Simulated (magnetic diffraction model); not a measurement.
# Magnetic neutron pattern of Ho₂CoMo₃

Space group R-3m (no. 166), a = 5.4420 Å, c = 13.2540 Å.

```csv
site,atom,x,y,z
6c,Ho,1/3,2/3,0.5415
9e,Mo,1/6,1/3,1/3
3b,Co,1/3,2/3,1/6
```

The compound is invented for this exercise: a known structure type with other elements, its cell scaled to their sizes and not relaxed.

Only Ho and Co are taken to order (form factors of Ho3+ and Co2+); orders and moment sizes are assumed, and not adapted to the symmetry. Radiation: neutrons of λ = 2.52 Å, 5° to 80°; isotropic B of 0.21 Å² (Ho), 0.28 Å² (Mo) and 0.31 Å² (Co). Simulated constant-wavelength pattern: nuclear and magnetic terms add, the magnetic one as |2.695 fm × Σ f S⊥ exp(2πi Q·r) exp(−B s²)|², summed over all Q at one angle with the factor 1/(sin²θ cos θ). For collinear order S is the moment m, which repeats by lattice and centring translations R with the sign exp(−2πi k·R). Free-ion form factors, Sears's scattering lengths of 1992, no absorption; a label names one of the reflections at its angle. The strongest nuclear line in the range is 100, and lines under 0.2 are left out.

Assume the order k = (1/2 0 1/2), collinear moments along [120], 4.75 μB on Ho and 1.11 μB on Co; signs + at (1/3, 2/3, 0.5415), − at (1/3, 2/3, 0.7918), + at (1/3, 2/3, 1/6).

Q: Where does magnetic intensity appear, and how strong is it?

```csv
2θ (°),index,nuclear,magnetic
16.31,(1/2 0 1/2),0.0,61.8
31.56,(1/2 -1 3/2),0.0,50.4
31.65,(1/2 0 -5/2),0.0,83.1
32.97,(1 0 1),1.7,0.0
33.14,(0 0 3),5.0,0.0
38.30,(0 1 2),5.3,0.0
41.81,(1/2 1 -1/2),0.0,12.1
42.03,(1/2 0 7/2),0.0,3.3
50.38,(3/2 0 3/2),0.0,33.1
50.44,(1/2 1 5/2),0.0,44.8
55.17,(1 1 0),21.7,0.0
55.40,(1 0 4),63.3,0.0
57.94,(3/2 -2 1/2),0.0,3.2
58.10,(1/2 1 -7/2),0.0,2.8
58.21,(1/2 -1 9/2),0.0,3.2
65.01,(1/2 -2 5/2),0.0,16.4
65.32,(1/2 0 -11/2),0.0,18.8
65.79,(0 2 1),99.4,0.0
65.89,(1 1 3),100.0,0.0
66.10,(0 1 5),49.3,0.0
69.15,(2 0 2),56.2,0.0
69.56,(0 0 6),18.8,0.0
71.55,(3/2 1 1/2),0.0,4.6
71.70,(3/2 -2 7/2),0.0,1.3
71.80,(3/2 0 9/2),0.0,2.3
77.95,(1/2 2 3/2),0.0,17.7
77.99,(3/2 1 -5/2),0.0,18.8
78.28,(1/2 1 11/2),0.0,22.4
78.43,(1/2 0 13/2),0.0,8.7
```

The strongest magnetic line in the range is (1/2 0 -5/2) at 31.65° (83.1). On top of the Lorentz factor, which all lines share, magnetic lines fade with angle because f falls: for Ho3+ it is 0.96, 0.85, 0.71 and 0.44 at sin θ/λ = 0.1, 0.2, 0.3 and 0.5 Å⁻¹, while nuclear lengths stay constant. The order has no net moment.

[Logs are printed without paths, hosts, clocks, repeated set-up lines and the standing remarks that a program may print on its own settings, such as how far it seeks lower states.]
